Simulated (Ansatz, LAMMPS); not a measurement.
# Structural relaxation of glassy 65SiO2-10Al2O3-25Li2O (mol %) (128 atoms), part 2 of 3

Wanted: the relaxed structure of glassy 65SiO2-10Al2O3-25Li2O (mol %) (128 atoms) and its electronic structure.

Ansatz 0.2.0; Kohn-Sham DFT, r2SCAN, PAW (set soft_2), plane waves.

The cell: 26 Si, 8 Al, 20 Li and 74 O. The quench rate of 100 K/ps far exceeds what a furnace or splat quench reaches. The starting topology of bonds comes from the classical model. Only the Γ point is sampled, in a cell whose shortest periodic width is 12 Å.

So far. Step 3 (Single point at the start): Neighbours are counted within 2.08 Å (O-Si), 2.58 Å (O-Li), 2.27 Å (O-Al).

## 4. Relaxation

With the cell held, the atoms are moved downhill towards a nearby minimum.

Input file input.yaml:

```yaml
crystal:
  lattice:
    - [11.51499, 0.0, 0.0]
    - [0.0, 11.51499, 0.0]
    - [0.0, 0.0, 11.51499]
  atoms:
    [... the 128 atom lines of step 3 ...]
kpoints:
  mp_grid: { grid: [1, 1, 1] }
hamiltonian:
  xc: r2scan
scf:
  occupations: { method: fermi_dirac, width: 0.025 }
output:
  forces: true
relax:
  f_tol: 0.03
  max_steps: 200
```

Run with:

```sh
$ ansatz run input.yaml --threads 4 --pin off --max-ram 8192MiB --backend cpu --events-out ev --progress --plain --runs-dir out
```

Numbers of over 12 decimals in the logs are rounded to 6 here.

What it wrote:

```text
[...]
Crystal: 128 atoms, lattice volume = 1526.830 Å³
Basis set: ecut = 500 eV, 38641 PW (Γ), exchange–correlation on 360×360×360 points (64 copies of the dense FFT grid, shifted against one another)
Bands: 444, of which v1, the nominal top of the filled ones, is band 316 counted from 1 (315 counted from 0)
Symmetry: 1 space group operations
[...]
k-points: 1
[...]
SCF iter   1: F=—  HF=-67273.373547 eV  |F-HF|=—  |Δ(HF+E_count)|=         —  Δρ=7.40e-3  dr2=8.92e-1  dr2_τ=9.33e0  ethr=1.77e-3  ⟨swp⟩=5.0  Hψ=1793  notcnv=0  defer=122
[...]
SCF iter   3: F=—  HF=-67276.862747 eV  |F-HF|=—  |Δ(HF+E_count)|=   2.16e-2  Δρ=1.18e-3  dr2=2.06e-2  dr2_τ=3.08e-3  ethr=3.26e-5  ⟨swp⟩=3.0  Hψ=552  notcnv=0  defer=45
automatic band count: iteration 3 solves 366 bands in place of 444: the levels show a gap, and the empty bands left out lie too high to hold charge; the band table lists the bands solved (type scf.n_extra_bands for more)
SCF iter   4: F=—  HF=-67276.863682 eV  |F-HF|=—  |Δ(HF+E_count)|=   9.35e-4  Δρ=4.78e-4  dr2=2.47e-3  dr2_τ=4.84e-4  ethr=3.26e-6  ⟨swp⟩=2.0  Hψ=605  notcnv=0  defer=45
[...]
SCF iter   7: F=-67276.863465 eV  HF=-67276.863465 eV  |F-HF|=2.47e-7  |Δ(HF+E_count)|=   3.50e-6  Δρ=1.67e-5  dr2=4.08e-6  dr2_τ=4.12e-7  ethr=3.56e-9  ⟨swp⟩=4.0  Hψ=1176  notcnv=0
SCF 1 converged in 7 iterations: F = -67276.863465 eV  dr2 = 4.08e-6
[...]
relax step   1: F+E_penalty+E_count = -67276.86346517 eV  Δ(F+E_penalty+E_count) = +0.000e0 eV  max|allowed force component| = 4.966e0 eV/Å  Δτ_max = 0.0000 Å  (7 SCF iters, dr2 threshold 2.25e-5 eV, accepted)
[... from here on, the SCF cycles and remarks between the steps are left out ...]
relax step   2: F+E_penalty+E_count = -67281.91966524 eV  Δ(F+E_penalty+E_count) = -5.056e0 eV  max|allowed force component| = 2.806e0 eV/Å  Δτ_max = 0.1775 Å  (6 SCF iters, dr2 threshold 1.00e-4 eV, accepted)
relax step   3: F+E_penalty+E_count = -67285.02122435 eV  Δ(F+E_penalty+E_count) = -3.102e0 eV  max|allowed force component| = 5.326e-1 eV/Å  Δτ_max = 0.1968 Å  (7 SCF iters, dr2 threshold 1.00e-4 eV, accepted)
relax step   4: F+E_penalty+E_count = -67285.52465748 eV  Δ(F+E_penalty+E_count) = -5.034e-1 eV  max|allowed force component| = 4.355e-1 eV/Å  Δτ_max = 0.2000 Å  (7 SCF iters, dr2 threshold 1.77e-5 eV, accepted)
relax step   5: F+E_penalty+E_count = -67285.86534865 eV  Δ(F+E_penalty+E_count) = -3.407e-1 eV  max|allowed force component| = 3.833e-1 eV/Å  Δτ_max = 0.1957 Å  (8 SCF iters, dr2 threshold 1.19e-5 eV, accepted)
relax step   6: F+E_penalty+E_count = -67286.01294856 eV  Δ(F+E_penalty+E_count) = -1.476e-1 eV  max|allowed force component| = 2.259e-1 eV/Å  Δτ_max = 0.2000 Å  (6 SCF iters, dr2 threshold 9.82e-5 eV, accepted)
relax step   7: F+E_penalty+E_count = -67286.12299264 eV  Δ(F+E_penalty+E_count) = -1.100e-1 eV  max|allowed force component| = 3.822e-1 eV/Å  Δτ_max = 0.1979 Å  (7 SCF iters, dr2 threshold 1.77e-5 eV, accepted)
relax step   8: F+E_penalty+E_count = -67286.23757841 eV  Δ(F+E_penalty+E_count) = -1.146e-1 eV  max|allowed force component| = 2.224e-1 eV/Å  Δτ_max = 0.2000 Å  (6 SCF iters, dr2 threshold 5.07e-5 eV, accepted)
relax step   9: F+E_penalty+E_count = -67286.36537698 eV  Δ(F+E_penalty+E_count) = -1.278e-1 eV  max|allowed force component| = 1.721e-1 eV/Å  Δτ_max = 0.1957 Å  (7 SCF iters, dr2 threshold 1.67e-5 eV, accepted)
relax step  10: F+E_penalty+E_count = -67286.47348419 eV  Δ(F+E_penalty+E_count) = -1.081e-1 eV  max|allowed force component| = 1.382e-1 eV/Å  Δτ_max = 0.1954 Å  (7 SCF iters, dr2 threshold 1.00e-5 eV, accepted)
relax step  11: F+E_penalty+E_count = -67286.57728602 eV  Δ(F+E_penalty+E_count) = -1.038e-1 eV  max|allowed force component| = 1.633e-1 eV/Å  Δτ_max = 0.1954 Å  (7 SCF iters, dr2 threshold 1.14e-5 eV, accepted)
relax step  12: F+E_penalty+E_count = -67286.66694994 eV  Δ(F+E_penalty+E_count) = -8.966e-2 eV  max|allowed force component| = 1.018e-1 eV/Å  Δτ_max = 0.2000 Å  (7 SCF iters, dr2 threshold 1.72e-5 eV, accepted)
relax step  13: F+E_penalty+E_count = -67286.68518189 eV  Δ(F+E_penalty+E_count) = -1.823e-2 eV  max|allowed force component| = 1.076e-1 eV/Å  Δτ_max = 0.1066 Å  (8 SCF iters, dr2 threshold 4.03e-6 eV, accepted)
relax step  14: F+E_penalty+E_count = -67286.69716578 eV  Δ(F+E_penalty+E_count) = -1.198e-2 eV  max|allowed force component| = 1.362e-1 eV/Å  Δτ_max = 0.2000 Å  (8 SCF iters, dr2 threshold 4.50e-6 eV, accepted)
relax step  15: F+E_penalty+E_count = -67286.68675177 eV  Δ(F+E_penalty+E_count) = +1.041e-2 eV  max|allowed force component| = 2.018e-1 eV/Å  Δτ_max = 0.2000 Å  (7 SCF iters, dr2 threshold 1.86e-5 eV, rejected (line search))
relax step  16: F+E_penalty+E_count = -67286.72289905 eV  Δ(F+E_penalty+E_count) = -2.573e-2 eV  max|allowed force component| = 4.583e-2 eV/Å  Δτ_max = 0.1000 Å  (9 SCF iters, accepted)
relax step  17: F+E_penalty+E_count = -67286.72923929 eV  Δ(F+E_penalty+E_count) = -6.340e-3 eV  max|allowed force component| = 2.646e-2 eV/Å  Δτ_max = 0.1000 Å  (8 SCF iters, accepted)
relax step  18: F+E_penalty+E_count = -67286.73325559 eV  Δ(F+E_penalty+E_count) = -4.016e-3 eV  max|allowed force component| = 6.374e-2 eV/Å  Δτ_max = 0.1463 Å  (9 SCF iters, accepted)
relax step  19: F+E_penalty+E_count = -67286.73543352 eV  Δ(F+E_penalty+E_count) = -2.178e-3 eV  max|allowed force component| = 5.714e-2 eV/Å  Δτ_max = 0.0144 Å  (6 SCF iters, dr2 threshold 1.35e-6 eV, accepted)
relax step  20: F+E_penalty+E_count = -67286.73577318 eV  Δ(F+E_penalty+E_count) = -3.397e-4 eV  max|allowed force component| = 1.141e-1 eV/Å  Δτ_max = 0.2000 Å  (8 SCF iters, dr2 threshold 2.62e-6 eV, accepted)
relax step  21: F+E_penalty+E_count = -67286.74497145 eV  Δ(F+E_penalty+E_count) = -9.198e-3 eV  max|allowed force component| = 8.657e-2 eV/Å  Δτ_max = 0.0790 Å  (6 SCF iters, dr2 threshold 1.05e-5 eV, accepted)
relax step  22: F+E_penalty+E_count = -67286.72719130 eV  Δ(F+E_penalty+E_count) = +1.778e-2 eV  max|allowed force component| = 2.132e-1 eV/Å  Δτ_max = 0.2000 Å  (8 SCF iters, dr2 threshold 4.32e-6 eV, rejected (line search))
relax step  23: F+E_penalty+E_count = -67286.75107525 eV  Δ(F+E_penalty+E_count) = -6.104e-3 eV  max|allowed force component| = 4.528e-2 eV/Å  Δτ_max = 0.0592 Å  (9 SCF iters, accepted)
relax step  24: F+E_penalty+E_count = -67286.75570029 eV  Δ(F+E_penalty+E_count) = -4.625e-3 eV  max|allowed force component| = 3.483e-2 eV/Å  Δτ_max = 0.1000 Å  (8 SCF iters, accepted)
relax step  25: F+E_penalty+E_count = -67286.76523743 eV  Δ(F+E_penalty+E_count) = -9.537e-3 eV  max|allowed force component| = 7.495e-2 eV/Å  Δτ_max = 0.1463 Å  (8 SCF iters, accepted)
relax step  26: F+E_penalty+E_count = -67286.77842633 eV  Δ(F+E_penalty+E_count) = -1.319e-2 eV  max|allowed force component| = 1.292e-1 eV/Å  Δτ_max = 0.1934 Å  (7 SCF iters, dr2 threshold 3.32e-6 eV, accepted)
relax step  27: F+E_penalty+E_count = -67286.77325079 eV  Δ(F+E_penalty+E_count) = +5.176e-3 eV  max|allowed force component| = 2.759e-1 eV/Å  Δτ_max = 0.1945 Å  (6 SCF iters, dr2 threshold 1.67e-5 eV, rejected (line search))
relax step  28: F+E_penalty+E_count = -67286.79384616 eV  Δ(F+E_penalty+E_count) = -1.542e-2 eV  max|allowed force component| = 1.167e-1 eV/Å  Δτ_max = 0.0973 Å  (8 SCF iters, accepted)
relax step  29: F+E_penalty+E_count = -67286.79677346 eV  Δ(F+E_penalty+E_count) = -2.927e-3 eV  max|allowed force component| = 6.762e-2 eV/Å  Δτ_max = 0.0343 Å  (5 SCF iters, dr2 threshold 1.11e-5 eV, accepted)
relax step  30: F+E_penalty+E_count = -67286.78200772 eV  Δ(F+E_penalty+E_count) = +1.477e-2 eV  max|allowed force component| = 1.667e-1 eV/Å  Δτ_max = 0.1243 Å  (8 SCF iters, dr2 threshold 1.54e-6 eV, rejected (line search))
relax step  31: F+E_penalty+E_count = -67286.79957920 eV  Δ(F+E_penalty+E_count) = -2.806e-3 eV  max|allowed force component| = 4.161e-2 eV/Å  Δτ_max = 0.0225 Å  (8 SCF iters, accepted)
relax step  32: F+E_penalty+E_count = -67286.79951632 eV  Δ(F+E_penalty+E_count) = +6.288e-5 eV  max|allowed force component| = 4.818e-2 eV/Å  Δτ_max = 0.0750 Å  (8 SCF iters, rejected (line search))
relax step  33: F+E_penalty+E_count = -67286.80072223 eV  Δ(F+E_penalty+E_count) = -1.143e-3 eV  max|allowed force component| = 3.179e-2 eV/Å  Δτ_max = 0.0375 Å  (8 SCF iters, accepted)
relax step  34: F+E_penalty+E_count = -67286.80141992 eV  Δ(F+E_penalty+E_count) = -6.977e-4 eV  max|allowed force component| = 1.009e-2 eV/Å  Δτ_max = 0.0169 Å  (8 SCF iters, accepted)
[...]
SCF iter   2: F=-67286.801420 eV  HF=-67286.801420 eV  |F-HF|=1.21e-9  |Δ(HF+E_count)|=  8.29e-10  Δρ=2.81e-7  dr2=1.39e-9  dr2_τ=1.97e-10  ethr=1.08e-12  ⟨swp⟩=3.0  Hψ=982  notcnv=0
SCF 35 converged in 2 iterations: F = -67286.801420 eV  dr2 = 1.39e-9
SCF converged after 2 iterations
Free energy (F): -67286.801420 eV
[...]
Internal energy: -67286.801420 eV  (E = F + TS)
E sigma→0 (E₀):  -67286.801420 eV
Fermi energy:    5.537720 eV
[...]
--- Forces (eV/Å), atoms counted from 1 ---
  atom   1  Si     0.00308453     0.00371883     0.00482805
  atom   2  Si     0.00116991     0.00145375    -0.00399156
  atom   3  Si    -0.00327193     0.00805684     0.00305432
  atom   4  Si     0.00287660    -0.00051886     0.00401172
  atom   5  Si    -0.00392300     0.00381914     0.00220158
  atom   6  Si     0.00007456    -0.00557073     0.00106662
  atom   7  Si    -0.00057471     0.00286204    -0.00172836
  atom   8  Si    -0.00117004    -0.00244721     0.00324797
  atom   9  Si     0.00042162    -0.00673356     0.00338341
  atom  10  Si    -0.00463890    -0.00077991     0.00333370
  atom  11  Si    -0.00802512     0.00209780     0.00588572
  atom  12  Si     0.00868436     0.00892123    -0.00333812
  atom  13  Si    -0.00774955     0.00208503    -0.00103997
  atom  14  Si    -0.00154879    -0.00049398     0.00646637
[...]
atom 127  O      0.00196281    -0.00011215    -0.00117280
  atom 128  O      0.00109975     0.00368005    -0.00321159
  max |Σ_I F_I| component: 1.32e-4 eV/Å
--- Relaxed structure (34 steps of the walk, 29 accepted, 0 SCFs on fresh bases) ---
  F+E_penalty+E_count = -67286.80141992 eV   max|allowed force component| = 1.009e-2 eV/Å
  atoms:
    - { symbol: Si, position: [0.152049, 0.969062, 0.381095] }
    - { symbol: Si, position: [0.799376, 0.660278, 0.404287] }
    - { symbol: Si, position: [0.912650, 0.681211, 0.710053] }
    - { symbol: Si, position: [0.364240, 0.780525, 0.711023] }
[...]
- { symbol: O, position: [0.432572, 0.331671, 0.480127] }
```

Elapsed: 20 min, on 4 threads of Arm Neoverse V2, shared host; peak memory 4.5 GiB; 77 min of CPU time.

Step by step (22 of 34):

```csv
step,energy less that of the first step (eV),largest force component (eV/Å)
1,0.0000,4.9663
3,-8.1578,0.5326
4,-8.6612,0.4355
6,-9.1495,0.2259
7,-9.2595,0.3822
9,-9.5019,0.1721
10,-9.6100,0.1382
12,-9.8035,0.1018
14,-9.8337,0.1362
15,-9.8233,0.2018
17,-9.8658,0.0265
18,-9.8698,0.0637
20,-9.8723,0.1141
21,-9.8815,0.0866
23,-9.8876,0.0453
25,-9.9018,0.0749
26,-9.9150,0.1292
28,-9.9304,0.1167
29,-9.9333,0.0676
31,-9.9361,0.0416
32,-9.9361,0.0482
34,-9.9380,0.0101
```

Relaxation steps 15, 22, 27, 30, 32 were tried and not accepted.

The atoms that moved most (Å):

```csv
atom,dx,dy,dz,length
Li35,0.514,-1.276,-1.135,1.784
Li41,-0.248,0.574,0.691,0.932
Li39,-0.810,0.229,0.371,0.920
Li54,-0.436,0.373,-0.529,0.780
O115,-0.337,-0.227,0.609,0.732
Li49,0.563,0.426,0.163,0.725
O71,0.350,-0.035,-0.510,0.619
O105,-0.436,0.406,0.126,0.609
```

The relaxation changed the energy by -77.6 meV/atom, and atoms moved by 0.35 Å r.m.s., 1.8 Å at most.

## 5. Structure statistics after relaxation

Bonds before and after, by the cutoffs listed below:

```csv
pair,bonds before,bonds after,mean before (Å),mean after (Å),spread before (Å),spread after (Å)
O-Si,104,104,1.607,1.621,0.042,0.028
O-Li,75,72,2.111,2.020,0.154,0.149
O-Al,32,32,1.748,1.763,0.067,0.045
```

Density 2.47 g/cm³, 11.93 Å³ an atom.

g(r), total and by pair (bins of 0.2 Å):

```csv
r (Å),total,O-O,O-Si,O-Li,O-Al,Si-Si,Si-Li
1.50,0.69,0.00,2.92,0.00,0.00,0.00,0.00
1.70,2.95,0.00,9.56,0.26,9.07,0.00,0.00
1.90,0.91,0.00,0.00,4.42,1.51,0.00,0.00
2.10,0.36,0.00,0.00,1.90,0.00,0.00,0.00
2.30,0.15,0.00,0.00,0.62,0.00,0.00,0.00
2.50,0.57,1.49,0.00,0.20,0.00,0.00,0.00
2.70,1.57,3.76,0.00,0.50,0.00,0.00,1.74
2.90,1.07,1.65,0.08,0.63,0.12,2.06,2.73
3.10,1.01,1.03,0.29,0.72,0.21,4.33,1.33
3.30,0.89,0.70,0.70,0.76,1.49,0.35,2.06
3.50,1.03,0.64,1.47,1.27,1.52,0.00,0.77
3.70,0.84,0.49,1.13,1.02,1.14,0.26,0.77
3.90,1.07,0.75,1.79,1.15,1.21,0.47,0.76
4.10,1.21,0.79,2.12,1.22,1.35,0.52,0.78
4.30,1.14,0.68,1.44,1.57,1.94,0.87,1.02
4.50,0.96,0.90,0.75,1.43,0.76,1.24,0.93
4.70,0.94,1.17,0.71,0.93,0.84,1.21,0.96
4.90,1.16,1.52,0.64,1.04,0.68,2.17,0.98
5.10,1.04,1.39,0.76,0.57,1.02,1.44,0.99
5.30,0.97,1.37,0.70,0.74,0.59,0.70,1.47
5.50,0.90,0.91,0.93,0.81,0.95,0.78,0.96
5.70,0.94,0.81,0.81,0.90,1.01,1.38,1.50
```

Bonds by pair of elements; cutoffs follow the first minimum of g(r), held within bounds set by covalent radii, and pairs that aren't listed don't count as bonded:

```csv
pair A-B,cutoff (Å),bonds,mean length (Å),spread (Å),shortest (Å),B about A,A about B
O-Si,2.08,104,1.62,0.028,1.56,1.41,4
O-Li,2.52,72,2.02,0.149,1.79,0.973,3.6
O-Al,2.27,32,1.76,0.045,1.70,0.432,4
```

How many atoms have how many bonded neighbours:

```csv
element,mean,2,3,4,5
Al,4,0,0,8,0
Li,3.6,0,10,8,2
O,2.81,29,32,11,2
Si,4,0,0,26,0
```

Bond angles (no mean is given where the spread exceeds 20°):

```csv
angle,count,mean (°),spread (°)
O-Si-O,156,109,4.9
O-Li-O,98,-,-
Li-O-Si,74,114,17.1
O-Al-O,48,109,7.7
Li-O-Li,40,-,-
```

Oxygen atoms by the number of network formers (Si, P, Ge, B, Al, As, Ga) bound to them:

```csv
network formers bound to O,O atoms,per cent
0,0,0
1,13,17.6
2,60,81.1
3,1,1.4
```

Network units: each former by its oxygen neighbours and how many of them bridge to another former:

```csv
former,O neighbours,bridging O,atoms
Si,4,2,2
Si,4,3,6
Si,4,4,18
Al,4,2,1
Al,4,3,1
Al,4,4,6
```

Bond length by coordination (bonds to H left out):

```csv
element,coordination,atoms,mean bond length (Å)
Li,3,10,1.96
Li,4,8,2.04
Li,5,2,2.14
O,2,29,1.63
O,3,32,1.80
O,4,11,1.89
O,5,2,2.00
```

Rings of the network by King's shortest-path rule, up to 12 atoms, one path for each pair of neighbours; H, halogens, alkali and alkaline-earth atoms are left out, and the last column divides by all other atoms, bonded or not:

```csv
ring size (atoms),rings,per network atom
6,1,0.009
8,8,0.074
10,9,0.083
12,13,0.12
```

First main peaks of g(r), for some of the pairs, lie near 2.6 Å (O-O), 1.6 Å (O-Si), 2.0 Å (O-Li), 1.8 Å (O-Al), 3.0 Å (Si-Si) and 2.9 Å (Si-Li). Counting bonds as in the table, all Al atoms have 4, 50 % of Li atoms have 3, 43 % of O atoms have 3 and all Si atoms have 4 bonded neighbours. The O-Si-O angle averages 109° with a spread of 5°. 81 % of the oxygens bridge two formers (Si and Al) and 18 % are non-bridging; 1 % join three. The commonest Si unit has 4 oxygens, 4 of them shared with other formers (18 of 26 atoms). Rings of 12 atoms are the most common (42 % of those counted); sizes run from 6 to 12, where the search stops.

(Continued in part 3 of 3.)

[Logs are printed without paths, hosts, clocks, repeated set-up lines and the standing remarks that a program may print on its own settings, such as how far it seeks lower states.]

[Hosts, paths, dates, database ids (printed as entryN), source tags and the programs' standing remarks are cut or masked in the printed files.]
